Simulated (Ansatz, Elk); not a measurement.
**B4TeMo: X-ray structure factors from the self-consistent density**

Structure refinements treat a crystal as free atoms side by side. For a made-up structure of B4TeMo (cell and positions from a PBE relaxation) the runs below show what the calculated density changes in F(hkl).

Calculated with Elk 11.2.3 (patched build); DFT, PBE, all-electron APW+lo, Dirac cores, scalar-relativistic bands, static density, no spin.

The structure was built from a prototype and need not be the compound's stable phase.

## (1) The structure

The structure is hexagonal, space group P6/mmm (No. 191). The conventional cell has a = 3.000 Å, b = 3.000 Å, c = 10.607 Å, α = 90.00°, β = 90.00°, γ = 120.00°. Nearest to Te lie 6 Te at 3.00 Å. Mo has 12 B at 2.38 Å nearest. B has 3 B at 1.73 Å and 3 Mo at 2.38 Å nearest. Farther neighbours and most contacts between anions are not listed.

## (2) Ground state and structure factors

An all-electron density is needed, since X-rays see the cores too. Task 0 finds the density and task 195 Fourier-transforms it; tshift is off so that phases refer to the origin typed.

File elk.in:

```
tasks
  0
  195

xctype
  20

spinpol
  .false.

rgkmax
  7.0

gmaxvr
  14.0

lmaxo
  7

lmaxapw
  8

swidth
  0.002

tshift
  .false.

ramdisk
  .false.

hmaxvr
  5.5

maxscl
  120

epspot
  1e-06

sppath
  './'

avec
  5.66954023494 -0.00000000000 0.00000000000
  -2.83477011747 4.90996587123 0.00000000000
  0.00000000000 0.00000000000 20.04448645950

atoms
  3
  'Te.in'
  1
  -0.0000000000 -0.0000000000 0.0000000000   0.000000 0.000000 0.000000
  'Mo.in'
  1
  -0.0000000000 0.0000000000 0.5000000000   0.000000 0.000000 0.000000
  'B.in'
  4
  0.6666666667 0.3333333333 0.3460622374   0.000000 0.000000 0.000000
  0.6666666667 0.3333333333 0.6539377626   0.000000 0.000000 0.000000
  0.3333333333 0.6666666667 0.3460622374   0.000000 0.000000 0.000000
  0.3333333333 0.6666666667 0.6539377626   0.000000 0.000000 0.000000

ngridk
  9 9 2
```

On the command line:

```console
> OMP_NUM_THREADS=4 elk
```

Numbers of over 12 decimals in the logs are rounded to 6 here.

Log:

```text
┌─────────────────────────┐
│ Elk code version 11.2.3 │
└─────────────────────────┘

All units are atomic (Hartree, Bohr, etc.)

┌─────────────────────────────────────────────────┐
│ Ground-state run starting from atomic densities │
└─────────────────────────────────────────────────┘

Lattice vectors :
   5.669540235      -0.000000000       0.000000000
  -2.834770117       4.909965871       0.000000000
   0.000000000       0.000000000       20.04448646

Reciprocal lattice vectors :
   1.108235421      0.6398400184      -0.000000000
   0.000000000       1.279680037      -0.000000000
  -0.000000000      -0.000000000      0.3134620246

Unit cell volume      :    557.9833618
Brillouin zone volume :   0.4445476880

Muffin-tin inner radius fraction :   0.1000000000E-01

Nuclei treated as point charges

Species : 1 (Te)
 parameters loaded from : Te.in
 name : tellurium
 nuclear charge    :   -52.00000000
 electronic charge :    52.00000000
 atomic mass :    232600.5708
 muffin-tin radius :    2.600000000
 number of radial points in muffin-tin :   1193
 inner part over the whole radius :   0.9992174838E-02
 number on inner part of muffin-tin    :    851
 approximate nuclear radius :   0.8944870508E-04
 number of mesh points to nuclear radius :    430
 atomic positions (lattice), magnetic fields (Cartesian) :
  1 :   0.00000000  0.00000000  0.00000000    0.00000000  0.00000000  0.00000000

Species : 2 (Mo)
 parameters loaded from : Mo.in
 name : molybdenum
 nuclear charge    :   -42.00000000
 electronic charge :    42.00000000
 atomic mass :    174887.9214
 muffin-tin radius :    2.600000000
 number of radial points in muffin-tin :   1193
 inner part over the whole radius :   0.9897744308E-02
 number on inner part of muffin-tin    :    848
 approximate nuclear radius :   0.8334154960E-04
 number of mesh points to nuclear radius :    419
 atomic positions (lattice), magnetic fields (Cartesian) :
  1 :   0.00000000  0.00000000  0.50000000    0.00000000  0.00000000  0.00000000

Species : 3 (B)
 parameters loaded from : B.in
 name : boron
 nuclear charge    :   -5.000000000
 electronic charge :    5.000000000
 atomic mass :    19707.24742
 muffin-tin radius :    1.611655290
 number of radial points in muffin-tin :    593
 inner part over the whole radius :   0.9823125618E-02
 number on inner part of muffin-tin    :    403
 approximate nuclear radius :   0.4534157419E-04
 number of mesh points to nuclear radius :    162
 atomic positions (lattice), magnetic fields (Cartesian) :
  1 :  -0.33333333  0.33333333  0.34606224    0.00000000  0.00000000  0.00000000
  2 :  -0.33333333  0.33333333 -0.34606224    0.00000000  0.00000000  0.00000000
  3 :   0.33333333 -0.33333333  0.34606224    0.00000000  0.00000000  0.00000000
  4 :   0.33333333 -0.33333333 -0.34606224    0.00000000  0.00000000  0.00000000

Total number of atoms per unit cell :    6
Total muffin-tin volume :    217.3842424
 ratio of muffin-tin to unit cell volume :   0.3895891119

Spin treatment :
 spin-unpolarised

Number of Bravais lattice symmetries :   24
Number of crystal symmetries         :   24
Crystal has inversion symmetry
Real symmetric eigensolver will be used

k-point grid :      9     9     2
k-point offset :    0.000000000       0.000000000       0.000000000
k-point set is reduced with full crystal symmetry group
Total number of k-points :       24

Muffin-tin radius times maximum |G+k| :    7.000000000
 using average radius
Maximum |G+k| for APW functions       :    3.606196116
Maximum (1/2)|G+k|²                   :    6.502325215
Maximum |G| for potential and density :    14.00000000
Constant for pseudocharge density :    9
 order of it for each species :   16  16  16
 order of it for pair densities of each species (exact exchange by exxq0 0: 17) :   16  16   5
Radial integration step length :    1

G-vector grid sizes :     27    27    90
Number of G-vectors :    25913

Maximum angular momentum used for
 APW functions            :    8
 outer part of muffin-tin :    7
[...]
electron entropic           :    -0.13997020259231E-02
 total energy                :     -10948.433483874

Density of states at Fermi energy :    111.5492328
 (states/Hartree/unit cell)

Estimated indirect band gap :   0.4976456287E-03
 from k-point 19 to k-point 14
Estimated direct band gap   :   0.1876586766E-02
 at k-point 14

Charges :
 core                        :    72.00000000
 valence                     :    42.00000000
 interstitial                :    9.157389663
 muffin-tins (core leakage)
  species : 1 (Te)
[...]
species : 2 (Mo)
[...]
species : 3 (B)
[...]
total in muffin-tins        :    104.8426103
 total calculated charge     :    113.9974202
 total charge                :    114.0000000
 error                       :   0.2579828176E-02

RMS change in Kohn-Sham potential (target) :    3.856792831     (  0.1000000000E-05)
Absolute change in total energy (target)   :   0.1581632740     (  0.1000000000E-03)

[... loops 3 to 20 left out ...]

┌──────────────────┐
│ Loop number : 21 │
└──────────────────┘

Energies :
 Fermi                       :     0.259919
 sum of occupied eigenvalues :     -6587.9150327790
 electron kinetic            :      11485.121428542
 core electron kinetic       :      11208.923520851
 Coulomb                     :     -22114.638092491
 Coulomb potential           :     -17660.672727137
 nuclear-nuclear             :     -945.81333238283
 electron-nuclear            :     -24695.674946112
 Hartree                     :      3526.8501860032
 Madelung                    :     -13284.301728923
 xc potential                :     -412.36373418341
 exchange                    :     -310.60815914931
 correlation                 :     -5.734739
 electron entropic           :    -0.86866726016497E-03
 total energy                :     -10945.860430731

Density of states at Fermi energy :    71.53357919
 (states/Hartree/unit cell)

Estimated indirect band gap :   0.2162939110E-02
 from k-point 15 to k-point 21
Estimated direct band gap   :   0.1032276499E-01
 at k-point 21

Charges :
 core                        :    72.00000000
 valence                     :    42.00000000
 interstitial                :    8.874559132
 muffin-tins (core leakage)
  species : 1 (Te)
[...]
species : 2 (Mo)
[...]
species : 3 (B)
[...]
total in muffin-tins        :    105.1254409
 total calculated charge     :    113.9975379
 total charge                :    114.0000000
 error                       :   0.2462085951E-02

RMS change in Kohn-Sham potential (target) :   0.4417314389E-06 (  0.1000000000E-05)
Absolute change in total energy (target)   :   0.1251421418E-04 (  0.1000000000E-03)

Convergence targets achieved

┌──────────────────┐
│ Loop number : 22 │
└──────────────────┘

Energies :
 Fermi                       :     0.259920
 sum of occupied eigenvalues :     -6587.9150298714
 electron kinetic            :      11485.121430088
 core electron kinetic       :      11208.923523378
 Coulomb                     :     -22114.638088816
 Coulomb potential           :     -17660.672727070
 nuclear-nuclear             :     -945.81333238283
 electron-nuclear            :     -24695.674938750
 Hartree                     :      3526.8501823168
 Madelung                    :     -13284.301725281
 xc potential                :     -412.36373288929
 exchange                    :     -310.60815919067
 correlation                 :     -5.734739
 electron entropic           :    -0.86866861875902E-03
 total energy                :     -10945.860425550

Density of states at Fermi energy :    71.53369922
 (states/Hartree/unit cell)

Estimated indirect band gap :   0.2162932655E-02
 from k-point 15 to k-point 21
Estimated direct band gap   :   0.1032277542E-01
 at k-point 21

Charges :
 core                        :    72.00000000
 valence                     :    42.00000000
 interstitial                :    8.874559205
 muffin-tins (core leakage)
  species : 1 (Te)
[...]
species : 2 (Mo)
[...]
species : 3 (B)
[...]
atom 2                    :    3.601553651     (  0.2542103592E-03)
   atom 3                    :    3.601553651     (  0.2542103592E-03)
   atom 4                    :    3.601553651     (  0.2542103592E-03)
 total in muffin-tins        :    105.1254408
 total calculated charge     :    113.9975379
 total charge                :    114.0000000
 error                       :   0.2462085549E-02

┌──────────────────────────────┐
│ Self-consistent loop stopped │
└──────────────────────────────┘

Warning : core states of species 1 leak from the muffin-tin :   0.3980735444E-03

Warning : core states of species 3 leak from the muffin-tin :   0.2542103592E-03

Wrote STATE.OUT
```

Run time: 23 s. Hardware: 4 threads of AMD EPYC 9R14 (Zen 4), shared host; peak memory 0.2 GiB.

SFACRHO.OUT:

```text

h k l indices transformed by vhmat matrix:
   1.000000000       0.000000000       0.000000000    
   0.000000000       1.000000000       0.000000000    
   0.000000000       0.000000000       1.000000000    

      h      k      l  multipl.   |H|            Re(F)            Im(F)           |F|

      0      0      0      1   0.0000000       114.00000      0.65587532E-16   114.00000    
      0      0     -1      2  0.31346202      -1.0517782     -0.41137741E-14   1.0517782    
      0      0      2      2  0.62692405       81.274944     -0.89535082E-14   81.274944    
      0      0     -3      2  0.94038607       23.331563     -0.12704302E-13   23.331563    
      0      0     -4      2   1.2538481       66.655049      0.15971123E-13   66.655049    
      0     -1      0      6   1.2796800       69.486273     -0.96794684E-15   69.486273    
     -1      1      1     12   1.3175126       12.121044      0.19056453E-14   12.121044    
     -1      0     -2     12   1.4249964       74.845425      0.91954950E-14   74.845425    
      0      0      5      2   1.5673101       7.1776667     -0.35814033E-13   7.1776667    
     -1      1      3     12   1.5880513       3.5195407      0.11857349E-13   3.5195407    
     -1      1     -4     12   1.7915680       70.621954      0.13551256E-13   70.621954    
      0      0     -6      2   1.8807721       73.633509      0.21415824E-13   73.633509    
      0      1      5     12   2.0233739       8.1155608     -0.29764365E-13   8.1155608    
      0      0      7      2   2.1942342      0.49296781      0.23351717E-13  0.49296781    
      2     -1      0      6   2.2164708       68.753759     -0.13509242E-12   68.753759    
     -1     -1      1     12   2.2385266       3.3487070      0.68240252E-13   3.3487070    
     -1      0      6     12   2.2748373       57.398519     -0.17423043E-13   57.398519    
     -1      2      2     12   2.3034272       57.920008      0.36781980E-13   57.920008
```

Elk indexes on the primitive cell of elk.in and gives |H| = 4π sin θ/λ in inverse bohr. Below, one row stands for each form hkl of the conventional cell (m members, Friedel mates merged), F is for one primitive cell and the density is static (no thermal factor). Free-atom factors are Waasmaier and Kirfel's, and R is Σm||F|−|F'||/Σm|F|.

| hkl | m | sin θ/λ (Å⁻¹) | abs F, DFT | neutral atoms | diff. |
| --- | --- | --- | --- | --- | --- |
| 001 | 2 | 0.047 | 1.052 | 0.892 | +0.160 |
| 002 | 2 | 0.094 | 81.275 | 81.621 | -0.346 |
| 003 | 2 | 0.141 | 23.332 | 22.418 | +0.913 |
| 004 | 2 | 0.189 | 66.655 | 67.679 | -1.024 |
| 100 | 6 | 0.192 | 69.486 | 70.107 | -0.620 |
| 101 | 12 | 0.198 | 12.121 | 11.548 | +0.573 |
| 102 | 12 | 0.214 | 74.845 | 75.022 | -0.177 |
| 005 | 2 | 0.236 | 7.178 | 6.955 | +0.223 |
| 103 | 12 | 0.239 | 3.519 | 3.541 | -0.021 |
| 104 | 12 | 0.269 | 70.622 | 70.630 | -0.008 |
| 006 | 2 | 0.283 | 73.633 | 73.443 | +0.191 |
| 105 | 12 | 0.304 | 8.116 | 8.119 | -0.004 |
| 007 | 2 | 0.330 | 0.493 | 0.877 | -0.384 |
| 110 | 6 | 0.333 | 68.754 | 68.875 | -0.121 |

## (3) The highest occupied states alone

An energy window below the Fermi level keeps the highest occupied states, to see at which angles they scatter; shallow core shells can lie inside it and anion s states outside. No new self-consistency is needed.

elk.in, as its differences from that of step 2:

```diff
@@ -1,3 +1,2 @@
 tasks
-  0
   195
@@ -40,2 +39,5 @@
 
+wsfac
+  -0.107570 0.559920
+
 sppath
```

On the command line:

```console
> OMP_NUM_THREADS=4 elk
```

Log:

```text
┌─────────────────────────────────┐
│ Elk code version 11.2.3 started │
└─────────────────────────────────┘

Info(readinput): the functional depends on the density's gradient
 muffin-tin radial points multiplied by    2.00000
 (not where nrmtscf is given)

┌────────────────────┐
│ Current task : 195 │
└────────────────────┘
Info(checkmt): changed muffin-tin radius of species 3 (B) from   1.8000 to   1.6117

Info(sfacrho): density structure factors written to SFACRHO.OUT

 Energy window :  -0.1075700000      0.5599200000

┌──────────────────┐
│ Elk code stopped │
└──────────────────┘
```

Wall time 5.8 s (4 threads); peak memory 0.17 GiB.

States within 10 eV below the Fermi level hold 20.81 electrons; any levels below the window count with the cores, and a count that is not whole means the window cuts a band. Their amplitudes can exceed the total, where window and core parts have opposite phase:

| hkl | sin θ/λ (Å⁻¹) | abs F, window | abs F, all |
| --- | --- | --- | --- |
| 001 | 0.047 | 6.832 | 1.052 |
| 002 | 0.094 | 3.410 | 81.275 |
| 003 | 0.141 | 4.516 | 23.332 |
| 004 | 0.189 | 1.066 | 66.655 |
| 100 | 0.192 | 0.044 | 69.486 |
| 101 | 0.198 | 0.323 | 12.121 |
| 102 | 0.214 | 1.743 | 74.845 |
| 005 | 0.236 | 1.266 | 7.178 |
| 103 | 0.239 | 1.736 | 3.519 |
| 104 | 0.269 | 0.817 | 70.622 |

## (4) Another functional

The difference from free atoms is small, so it is set against the change that LDA (Perdew-Wang) makes.

elk.in, as its differences from that of step 3:

```diff
@@ -1,2 +1,3 @@
 tasks
+  0
   195
@@ -4,3 +5,3 @@
 xctype
-  20
+  3
 
@@ -39,5 +40,2 @@
 
-wsfac
-  -0.107570 0.559920
-
 sppath
```

On the command line:

```console
> OMP_NUM_THREADS=4 elk
```

Log:

```text
┌─────────────────────────┐
│ Elk code version 11.2.3 │
└─────────────────────────┘

All units are atomic (Hartree, Bohr, etc.)

┌─────────────────────────────────────────────────┐
│ Ground-state run starting from atomic densities │
└─────────────────────────────────────────────────┘

Lattice vectors :
   5.669540235      -0.000000000       0.000000000
  -2.834770117       4.909965871       0.000000000
   0.000000000       0.000000000       20.04448646

Reciprocal lattice vectors :
   1.108235421      0.6398400184      -0.000000000
[...]
species : 3 (B)
[...]
atom 3                    :    3.602461975     (  0.2719150455E-03)
   atom 4                    :    3.602461975     (  0.2719150455E-03)
 total in muffin-tins        :    105.1600840
 total calculated charge     :    113.9974425
 total charge                :    114.0000000
 error                       :   0.2557496373E-02

┌──────────────────────────────┐
│ Self-consistent loop stopped │
└──────────────────────────────┘

Warning : core states of species 1 leak from the muffin-tin :   0.4013094082E-03

Warning : core states of species 3 leak from the muffin-tin :   0.2719150455E-03

Wrote STATE.OUT
[key lines of the parts left out:]
total energy                :     -10935.189102148
```

The job ended after 15 s (4 threads; peak memory 0.17 GiB).

Against the first run R = 0.06 %; the largest change is -0.051 at 227.

## (5) A coarser k-mesh

About half the k-points along each axis test the sampling.

elk.in, as its differences from that of step 4:

```diff
@@ -5,3 +5,3 @@
 xctype
-  3
+  20
 
@@ -64,2 +64,2 @@
 ngridk
-  9 9 2
+  4 4 1
```

On the command line:

```console
> OMP_NUM_THREADS=4 elk
```

Log:

```text
┌─────────────────────────┐
│ Elk code version 11.2.3 │
└─────────────────────────┘

All units are atomic (Hartree, Bohr, etc.)

┌─────────────────────────────────────────────────┐
│ Ground-state run starting from atomic densities │
└─────────────────────────────────────────────────┘

Lattice vectors :
   5.669540235      -0.000000000       0.000000000
  -2.834770117       4.909965871       0.000000000
   0.000000000       0.000000000       20.04448646

Reciprocal lattice vectors :
   1.108235421      0.6398400184      -0.000000000
[...]
species : 3 (B)
[...]
atom 3                    :    3.600690502     (  0.2541575618E-03)
   atom 4                    :    3.600690502     (  0.2541575618E-03)
 total in muffin-tins        :    105.1492140
 total calculated charge     :    113.9974634
 total charge                :    114.0000000
 error                       :   0.2536598652E-02

┌──────────────────────────────┐
│ Self-consistent loop stopped │
└──────────────────────────────┘

Warning : core states of species 1 leak from the muffin-tin :   0.3994573330E-03

Warning : core states of species 3 leak from the muffin-tin :   0.2541575618E-03

Wrote STATE.OUT
[key lines of the parts left out:]
total energy                :     -10945.856855596
```

Elapsed: 14 s, on 4 threads; peak memory 0.2 GiB.

Against the first run R = 0.03 %; the largest change is +0.166 at 005.

## (6) Settings against the effect

| run | R against the first run (%) | R against neutral atoms, low angle (%) | wall time |
| --- | --- | --- | --- |
| PBE, rgkmax 7 | 0.00 | 0.66 | 23 s |
| LDA (Perdew-Wang) | 0.06 | 0.65 | 15 s |
| k-mesh 4×4×1 | 0.03 | 0.67 | 14 s |

## (7) Results

* R against neutral atoms, sin θ/λ < 0.3 Å⁻¹: 0.66 %
* R against neutral atoms, 0.3 to 0.82 Å⁻¹: 0.31 %

What this shows: Independent neutral atoms miss the calculated amplitudes by R = 0.66 % below 0.3 Å⁻¹ and 0.31 % from there to 0.82 Å⁻¹; by shells, 1.34 % below 0.15 Å⁻¹ (3 forms), 0.60 % 0.15 to 0.3 (8 forms), 0.41 % 0.3 to 0.45 (19 forms), 0.29 % above 0.45 (93 forms). Bonding, aspherical density and the tables' own atoms all enter these figures, and the runs don't part them. The largest change of an amplitude is -1.02 electrons, at 004. Weak lines can change much in proportion: 007 goes from 0.88 to 0.49. The window's part falls from 20.8 electrons at the origin to at most 0.18 between 0.45 and 0.82 Å⁻¹. Below 0.3 Å⁻¹ the changes that finished (LDA (Perdew-Wang) and k-mesh 4×4×1) move F by R = 0.12 % at most, against the 0.66 % that separates it from free atoms. The basis has no finished test. These runs have no spin, though d or f shells may be open. Part of the difference isn't bonding: the tables are fits to free atoms and ions calculated by other methods than this functional. Thermal motion, anomalous dispersion and extinction are left out.

[Logs are printed without paths, hosts, clocks, repeated set-up lines and the standing remarks that a program may print on its own settings, such as how far it seeks lower states.]

[Hosts, paths, dates, database ids (printed as entryN), source tags and the programs' standing remarks are cut or masked in the printed files.]
